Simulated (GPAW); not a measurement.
**cyclohexane-1,4-dithiol between two Ir chains: transmission at several levels**

How well does cyclohexane-1,4-dithiol between two Ir chains conduct at low bias, and how far do basis and functional move the answer?

Program: GPAW 26.7.0. Level of theory: GPAW LCAO, PAW setups; Landauer transmission from Green's functions with principal layers (ASE), zero bias. Results are calculated unless marked as measured.

Report form: the programs' logs are mostly left out.

## 1. The structure

The cell holds 32 atoms: 14 Ir, 2 S, 10 H and 6 C. Cell: a = 12.252 Å, b = 12.353 Å, c = 39.918 Å, α = 90.0°, β = 90.0°, γ = 90.0°. Regions: left lead, 7 atoms (7 Ir); channel, 18 atoms (2 S, 10 H and 6 C); right lead, 7 atoms (7 Ir). Vacuum lies along a and b. The structure is stacked along c, and the current runs across the ab planes.

## 2. GPAW, dzp

The script solves lead and junction separately, takes H and S in the orbital basis, and joins semi-infinite leads through their self-energies; the dzp basis is the working standard.

File run.py:

```python
import json
import numpy as np
from ase import Atoms
from ase.transport.calculators import TransportCalculator
from gpaw import GPAW, FermiDirac
from gpaw.lcao.tools import get_lcao_hamiltonian
from scipy.linalg import eigh

# The junction with lead layers at both ends, along the third cell vector
device = Atoms(
    ['Ir', 'Ir', 'Ir', 'Ir', 'Ir', 'Ir', 'Ir', 'S', 'H', 'C', 'H', 'H', 'C', 'H', 'H', 'C', 'C', 'H', 'H', 'C', 'H', 'H', 'C', 'H', 'S', 'Ir', 'Ir', 'Ir', 'Ir', 'Ir', 'Ir', 'Ir'],
    positions=[
        [6.12596, 6.17633, 1.15000],
        [6.12596, 6.17633, 3.45000],
        [6.12596, 6.17633, 5.75000],
        [6.12596, 6.17633, 8.05000],
        [6.12596, 6.17633, 10.35000],
        [6.12596, 6.17633, 12.65000],
        [6.12596, 6.17633, 14.95000],
        [6.29237, 7.79211, 16.71680],
        [8.68551, 7.96663, 18.44816],
        [6.51465, 8.02257, 18.51253],
        [7.93614, 6.38474, 18.67877],
        [6.50757, 9.10266, 18.70130],
        [7.86280, 7.44547, 18.95315],
        [4.40307, 7.84414, 18.99187],
        [5.27404, 6.30860, 19.01664],
        [5.35377, 7.37368, 19.27174],
        [8.05103, 7.57382, 20.46706],
        [8.13079, 8.63903, 20.72195],
        [9.00192, 7.10352, 20.74674],
        [5.54212, 7.50174, 20.78564],
        [6.89858, 5.84458, 21.04236],
        [5.46857, 8.56236, 21.06058],
        [6.89047, 6.92536, 21.22712],
        [4.71920, 6.98038, 21.29010],
        [7.11578, 7.16940, 23.01985],
        [6.12596, 6.17633, 24.96769],
        [6.12596, 6.17633, 27.26769],
        [6.12596, 6.17633, 29.56769],
        [6.12596, 6.17633, 31.86769],
        [6.12596, 6.17633, 34.16769],
        [6.12596, 6.17633, 36.46769],
        [6.12596, 6.17633, 38.76769]],
    cell=[[12.25192, 0.0, 0.0], [0.0, 12.35266, 0.0], [0.0, 0.0, 39.91769]],
    pbc=True)

# One principal layer of the lead: the first 5 atoms of the device
lead = Atoms(
    ['Ir', 'Ir', 'Ir', 'Ir', 'Ir'],
    positions=[
        [6.12596, 6.17633, 1.15000],
        [6.12596, 6.17633, 3.45000],
        [6.12596, 6.17633, 5.75000],
        [6.12596, 6.17633, 8.05000],
        [6.12596, 6.17633, 10.35000]],
    cell=[[12.25192, 0.0, 0.0], [0.0, 12.35266, 0.0], [0.0, 0.0, 11.5]],
    pbc=True)

settings = dict(mode='lcao', basis='dzp', xc='PBE', h=0.2,
                occupations=FermiDirac(0.1), maxiter=250,
                mixer=dict(beta=0.1, nmaxold=8, weight=100.0),
                convergence=dict(density=0.0001))
energies = np.arange(-2, 2 + 1e-9, 0.05)
eta = 0.0001
n1, n2 = 1, 1
# k and -k transmit alike, so half of the mesh across the current serves
mesh = [(i, j) for i in range(n1) for j in range(n2) if (i, j) <= (-i % n1, -j % n2)]
weights = np.array([1 if (i, j) == (-i % n1, -j % n2) else 2 for i, j in mesh]) / (n1 * n2)

# [... helper functions left out ...]
fermi_lead = ground_state(lead, (1, 1, 10), 'lead.txt')
fermi_device = ground_state(device, (1, 1, 2), 'device.txt')
# [... loop over the mesh left out, but for ...]
        # Shift the lead onto the potential of the device's first layer
        shift = ((H[:, 0, 0] - H0[:, 0, 0]) / S0[0, 0]).real.mean()
# [...]
kT = 8.617333e-5 * 77
bias = [0.1, 0.2, 0.5, 1.0, 1.5, 2.0]
# [... integrals and printing left out ...]
```

Run with:

```console
$ OMP_NUM_THREADS=1 OPENBLAS_NUM_THREADS=2 python run.py
```

Wall time 4.7 min (2 threads of Arm Neoverse V2, shared host); peak memory 2.2 GiB.

Numbers from this step:

| Item | Value |
| --- | --- |
| conductance | 0.1449 G₀ |
| largest coupling past the next principal layer | 1.48e-6 eV |
| largest misfit of the first principal layer | 0.2189 eV |
| shift that aligns the lead | -0.007031 eV |
| basis functions of the junction | 532 |
| basis functions of a principal layer | 135 |
| transmission at the Fermi level (one spin) | 0.1445 |

One spin. The transmission, zone mean by energy, zero at the Fermi level:

```csv
energy (eV),"transmission, zone mean"
-2.00,0.0429
-1.90,0.0579
-1.80,0.0853
-1.70,0.129
-1.55,0.171
-1.45,0.131
-1.35,0.0615
-1.25,0.0633
-1.15,0.0731
-1.10,0.0743
-1.05,0.0696
-0.90,0.0581
-0.80,0.0579
-0.70,0.0542
-0.60,0.0524
-0.50,0.0548
-0.40,0.0548
-0.25,0.0598
-0.15,0.0838
-0.05,0.120
0.00,0.144
0.05,0.178
0.15,0.0530
0.25,0.0233
0.40,0.0114
0.50,0.00811
0.60,0.00607
0.70,0.00462
0.80,0.00348
0.90,0.00250
1.05,0.00200
1.15,0.00176
1.25,0.00156
1.35,0.00139
1.45,0.00124
1.55,0.00109
1.70,8.7e-4
1.80,6.9e-4
1.90,3.7e-4
2.00,1.1e-4
```

Not self-consistent under bias; the bias window is split evenly. The current through one cell, from the zero-bias transmission by bias:

```csv
bias (V),"current through one cell, from the zero-bias transmission (μA)"
0.100,1.13
0.200,2.14
0.500,3.64
1.000,4.98
1.500,6.14
2.000,7.33
```

Table of transmission of the three most open eigenchannels by energy, zero at the Fermi level:

```csv
energy (eV),channel 1,channel 2,channel 3
-2.000,0.0370,0.00567,2.3e-4
-1.800,0.0696,0.0153,4.2e-4
-1.600,0.150,0.0176,4.2e-4
-1.400,0.0862,0.0126,2.6e-4
-1.200,0.0511,0.0163,1.3e-4
-1.000,0.0470,0.0165,7.7e-5
-0.800,0.0401,0.0178,5.6e-5
-0.600,0.0342,0.0181,6.1e-5
-0.400,0.0362,0.0186,7.6e-5
-0.200,0.0488,0.0196,9.5e-5
0.000,0.134,0.0104,9.0e-5
0.200,0.0287,0.00408,5.4e-5
0.400,0.00894,0.00245,4.5e-5
0.600,0.00458,0.00145,3.7e-5
0.800,0.00289,5.6e-4,1.9e-5
1.000,0.00208,6.0e-5,6.3e-6
1.200,0.00162,2.9e-5,1.1e-5
1.400,0.00128,2.6e-5,1.2e-5
1.600,9.8e-4,3.9e-5,7.3e-6
1.800,6.4e-4,4.2e-5,4.2e-6
2.000,1.1e-4,0,0
```

Couplings past the next layer reach 1.5e-6 eV, small enough to drop; the matrix elements of the cell's first layer differ from the bulk lead's by up to 0.22 eV. That layer keeps its own values in the calculation, and only beyond it is the lead taken as perfect. The Fermi levels of lead and junction count from different zeros of potential, one for each periodic cell; with both set to zero, the small remaining shift is what aligns them. Without spin-orbit coupling, which is large for these atoms, channel counts and T are those of the scalar-relativistic bands. By hand: G = 0.1449 × 77.48 μS = 11.2 μS, a resistance of 89.1 kΩ; at 0.1 V a linear junction would pass 1.12 μA, and the integral over the bias window gives 1.13 μA.

## 3. GPAW, szp: basis = "szp(dzp)"

The second zeta is dropped, the polarisation orbitals stay.

Edit run.py of step 2 so:

```diff
@@ -59,3 +59,3 @@
 
-settings = dict(mode='lcao', basis='dzp', xc='PBE', h=0.2,
+settings = dict(mode='lcao', basis='szp(dzp)', xc='PBE', h=0.2,
                 occupations=FermiDirac(0.1), maxiter=250,
```

It took 3.2 min on 2 threads; peak memory 2.1 GiB.

Numbers from this step:

- conductance: 0.1129 G₀
- largest misfit of the first principal layer: 0.2431 eV
- shift that aligns the lead: -0.01128 eV
- basis functions of the junction: 322
- basis functions of a principal layer: 75
- transmission at the Fermi level (one spin): 0.1131

One spin. The transmission, zone mean by energy, zero at the Fermi level:

```csv
energy (eV),"transmission, zone mean"
-2.000,0.0480
-1.800,0.132
-1.650,0.188
-1.600,0.181
-1.400,0.0739
-1.200,0.0400
-1.100,0.0460
-1.000,0.0394
-0.800,0.0329
-0.600,0.0288
-0.400,0.0335
-0.200,0.0435
0.000,0.113
0.100,0.152
0.200,0.0246
0.400,0.00833
0.600,0.00438
0.800,0.00242
1.000,0.00181
1.200,0.00143
1.400,0.00116
1.600,9.6e-4
1.800,7.2e-4
2.000,1.6e-5
```

Not self-consistent under bias; the bias window is split evenly. The current through one cell, from the zero-bias transmission by bias:

```csv
bias (V),"current through one cell, from the zero-bias transmission (μA)"
0.100,0.876
0.200,1.75
0.500,2.90
1.000,3.74
1.500,4.40
2.000,5.10
```

The transmission of the three most open eigenchannels by energy, zero at the Fermi level:

```csv
energy (eV),channel 1,channel 2,channel 3
-2.00,0.0445,0.00346,1.3e-5
-1.90,0.0771,0.00417,2.1e-5
-1.80,0.128,0.00477,3.3e-5
-1.70,0.175,0.00510,5.0e-5
-1.55,0.155,0.00508,7.8e-5
-1.45,0.0971,0.00470,9.5e-5
-1.35,0.0452,0.00396,1.1e-4
-1.25,0.0313,0.00504,1.7e-4
-1.15,0.0366,0.00618,2.1e-4
-1.05,0.0381,0.00599,2.3e-4
-0.90,0.0269,0.00573,2.5e-4
-0.80,0.0266,0.00607,2.6e-4
-0.70,0.0249,0.00578,2.6e-4
-0.60,0.0227,0.00590,2.7e-4
-0.50,0.0247,0.00614,2.7e-4
-0.40,0.0276,0.00564,2.8e-4
-0.25,0.0298,0.00599,2.9e-4
-0.15,0.0529,0.00489,3.0e-4
-0.05,0.0881,0.00353,2.9e-4
0.00,0.110,0.00302,2.8e-4
0.05,0.133,0.00244,2.6e-4
0.15,0.0405,0.00134,2.0e-4
0.25,0.0159,0.00102,1.7e-4
0.40,0.00749,7.0e-4,1.4e-4
0.50,0.00523,5.4e-4,1.2e-4
0.60,0.00387,4.1e-4,9.8e-5
0.70,0.00301,2.6e-4,7.7e-5
0.80,0.00239,2.2e-5,8.2e-8
0.90,0.00204,3.3e-5,6.9e-7
1.05,0.00165,5.2e-5,1.2e-6
1.15,0.00144,6.7e-5,1.3e-6
1.25,0.00127,8.3e-5,1.3e-6
1.35,0.00112,1.0e-4,1.3e-6
1.45,9.9e-4,1.2e-4,1.2e-6
1.55,8.7e-4,1.3e-4,1.1e-6
1.70,7.0e-4,1.5e-4,9.0e-7
1.80,5.7e-4,1.5e-4,7.1e-7
1.90,3.5e-4,9.5e-5,4.0e-7
2.00,1.6e-5,0,0
```

The conductance, 0.113 G₀, lies 22 % below that of the dzp run.

## 4. GPAW, sz: basis = "sz(dzp)"

One function for each valence shell of the setup, as for a first survey of a large system.

Edit run.py of step 3 so:

```diff
@@ -59,3 +59,3 @@
 
-settings = dict(mode='lcao', basis='szp(dzp)', xc='PBE', h=0.2,
+settings = dict(mode='lcao', basis='sz(dzp)', xc='PBE', h=0.2,
                 occupations=FermiDirac(0.1), maxiter=250,
```

The job ended after 2.5 min (2 threads; peak memory 2 GiB).

Numbers from this step:

```
conductance                                    : 0.07412 G₀
largest coupling past the next principal layer : 1.47e-6 eV
largest misfit of the first principal layer    : 0.1351 eV
shift that aligns the lead                     : -0.01242 eV
basis functions of the junction                : 210
basis functions of a principal layer           : 60
transmission at the Fermi level (one spin)     : 0.07428
```

The conductance, 0.0741 G₀, lies 49 % below that of the dzp run.

## 5. revPBE in the dzp basis: xc = "revPBE"

Back in the dzp basis, the functional changes from PBE to revPBE, to set the spread between functionals beside that between bases.

Edit run.py of step 4 so:

```diff
@@ -59,3 +59,3 @@
 
-settings = dict(mode='lcao', basis='sz(dzp)', xc='PBE', h=0.2,
+settings = dict(mode='lcao', basis='dzp', xc='revPBE', h=0.2,
                 occupations=FermiDirac(0.1), maxiter=250,
```

The job ended after 4.4 min (2 threads; peak memory 2.2 GiB).

This step gave:

| Property | Result |
| --- | --- |
| conductance | 0.1413 G₀ |
| largest misfit of the first principal layer | 0.2167 eV |
| shift that aligns the lead | -0.005662 eV |
| basis functions of the junction | 532 |
| basis functions of a principal layer | 135 |
| transmission at the Fermi level (one spin) | 0.1406 |

The conductance, 0.141 G₀, lies 2.4 % below that of the dzp run.

## 6. All levels side by side

Times are for 2 threads of Arm Neoverse V2, shared host. The runs compared:

```csv
no.,run,conductance (G₀),time,memory (GiB)
1,dzp,0.1449,4.7 min,2.2
2,szp,0.1129,3.2 min,2.1
3,sz,0.07412,2.5 min,2.0
4,dzp revPBE,0.1413,4.4 min,2.2
```

## 7. Comparison

The curves are compared point by point over the common energies.

This step: comparison of transmission and cost over codes and levels (GPAW 26.7.0).

Ladder, by row:

```csv
step,code,T at the Fermi level (sum over the listed spins),conductance (G0),r.m.s. T(E) from the first,wall time (s),peak memory (GiB),threads
dzp,GPAW,0.1445,0.1449,0,279.8,2.17,2
szp,GPAW,0.1131,0.1129,0.02028,193.8,2.11,2
sz,GPAW,0.07428,0.07412,0.03499,150.3,2.04,2
dzp-revPBE,GPAW,0.1406,0.1413,0.001817,265.2,2.17,2
```

The transmission, zone mean, sum over the listed spins by energy, zero at the Fermi level:

```csv
energy (eV),dzp,szp,sz,dzp-revPBE
-2.000,0.0429,0.0480,0.0730,0.0415
-1.800,0.0853,0.132,0.165,0.0838
-1.750,0.106,0.159,0.172,0.104
-1.650,0.153,0.188,0.147,0.150
-1.600,0.169,0.181,0.124,0.166
-1.550,0.171,0.160,0.0989,0.167
-1.400,0.0990,0.0739,0.0405,0.0958
-1.200,0.0675,0.0400,0.0300,0.0662
-1.100,0.0743,0.0460,0.0340,0.0726
-1.000,0.0636,0.0394,0.0274,0.0619
-0.800,0.0579,0.0329,0.0235,0.0566
-0.600,0.0524,0.0288,0.0205,0.0515
-0.400,0.0548,0.0335,0.0242,0.0534
-0.200,0.0685,0.0435,0.0333,0.0668
0.000,0.144,0.113,0.0743,0.141
0.050,0.178,0.135,0.0862,0.178
0.100,0.126,0.152,0.0987,0.117
0.200,0.0329,0.0246,0.0154,0.0320
0.400,0.0114,0.00833,0.00561,0.0112
0.600,0.00607,0.00438,0.00306,0.00597
0.800,0.00348,0.00242,0.00155,0.00344
1.000,0.00215,0.00181,0.00113,0.00212
1.200,0.00166,0.00143,8.7e-4,0.00164
1.400,0.00131,0.00116,6.9e-4,0.00130
1.600,0.00102,9.6e-4,5.5e-4,0.00100
1.800,6.9e-4,7.2e-4,4.0e-4,6.7e-4
2.000,1.1e-4,1.6e-5,8.9e-5,1.1e-4
```

## 8. Potential alignment off, grid spacing 0.3, broadening 1e-05

Without the shift, lead and junction are matched by their Fermi levels alone. The real-space grid carries density and potential; a coarse one breaks translation symmetry along the lead and scatters electrons that should pass. The broadening keeps the Green's functions finite; too large a value absorbs electrons where channels are open and leaks them where none are.

This step: GPAW LCAO, PAW setups; Landauer transmission from Green's functions with principal layers (ASE), zero bias (GPAW 26.7.0).

Edit run.py of step 5 so:

```diff
@@ -59,3 +59,3 @@
 
-settings = dict(mode='lcao', basis='dzp', xc='revPBE', h=0.2,
+settings = dict(mode='lcao', basis='dzp', xc='PBE', h=0.3,
                 occupations=FermiDirac(0.1), maxiter=250,
@@ -64,3 +64,3 @@
 energies = np.arange(-2, 2 + 1e-9, 0.05)
-eta = 0.0001
+eta = 1e-05
 n1, n2 = 1, 1
@@ -74,4 +74,4 @@
 # [... loop over the mesh left out, but for ...]
-        # Shift the lead onto the potential of the device's first layer
-        shift = ((H[:, 0, 0] - H0[:, 0, 0]) / S0[0, 0]).real.mean()
+        # Lead and device are aligned by their Fermi levels alone
+        shift = 0.0
 # [...]
```

Elapsed: 2.1 min, on 2 threads; peak memory 0.97 GiB.

The run finished with changed settings (align = false, h = 0.3 and eta = 1e-05); it serves as a test.

The two runs compared:

```csv
quantity,this run,sound run,difference
conductance (G₀),0.14263,0.14486,-0.00223
largest coupling past the next principal layer (eV),1.484e-6,1.484e-6,3.8e-10
largest misfit of the first principal layer (eV),0.20163,0.21887,-0.0172
shift that aligns the lead (eV),0,-0.0070309,0.00703
transmission at the Fermi level (one spin),0.14007,0.14445,-0.00438
```

## 9. Results

* conductance: 0.145 G₀
* transmission at the Fermi level, mean of the spins: 0.144

**Reading.** In the dzp basis the junction conducts 0.145 G₀ at 77 K, with T = 0.144 a spin at the Fermi level; no smaller basis tried comes within 10 % of that conductance. At the Fermi level two eigenchannels carry the current (0.13 and 0.010). Measured against the first run (dzp), the nearest curve is that of dzp-revPBE (r.m.s. 0.0018) and the farthest that of sz (0.035). Over the compared runs wall time goes from 150 s (sz) to 280 s (dzp), on a shared host. The geometry was built from estimated bond lengths and not relaxed, so the numbers describe this model structure. The run had no spin polarisation, so a magnetic state, which chains and small molecules with open shells often have, wasn't tested. Spin-orbit coupling is left out, which matters for the heavy atoms here. Semilocal functionals put molecular levels too near the Fermi level, so such conductances usually come out too high, and chain electrodes have a sharper density of states than real ones. An evenly spaced straight chain is an idealisation: free chains tend to dimerise, zigzag or, where a band edge lies near the Fermi level, turn magnetic. The currents use the zero-bias T(E) throughout, which holds only while the bias is small against the distance to the nearest feature. The thermopower isn't quoted: it samples T(E) farther from the Fermi level than the conductance does, and the energy grid wasn't tested for it.

[Logs are printed without paths, hosts, clocks, repeated set-up lines and the standing remarks that a program may print on its own settings, such as how far it seeks lower states.]

[Hosts, paths, dates, database ids (printed as entryN), source tags and the programs' standing remarks are cut or masked in the printed files.]
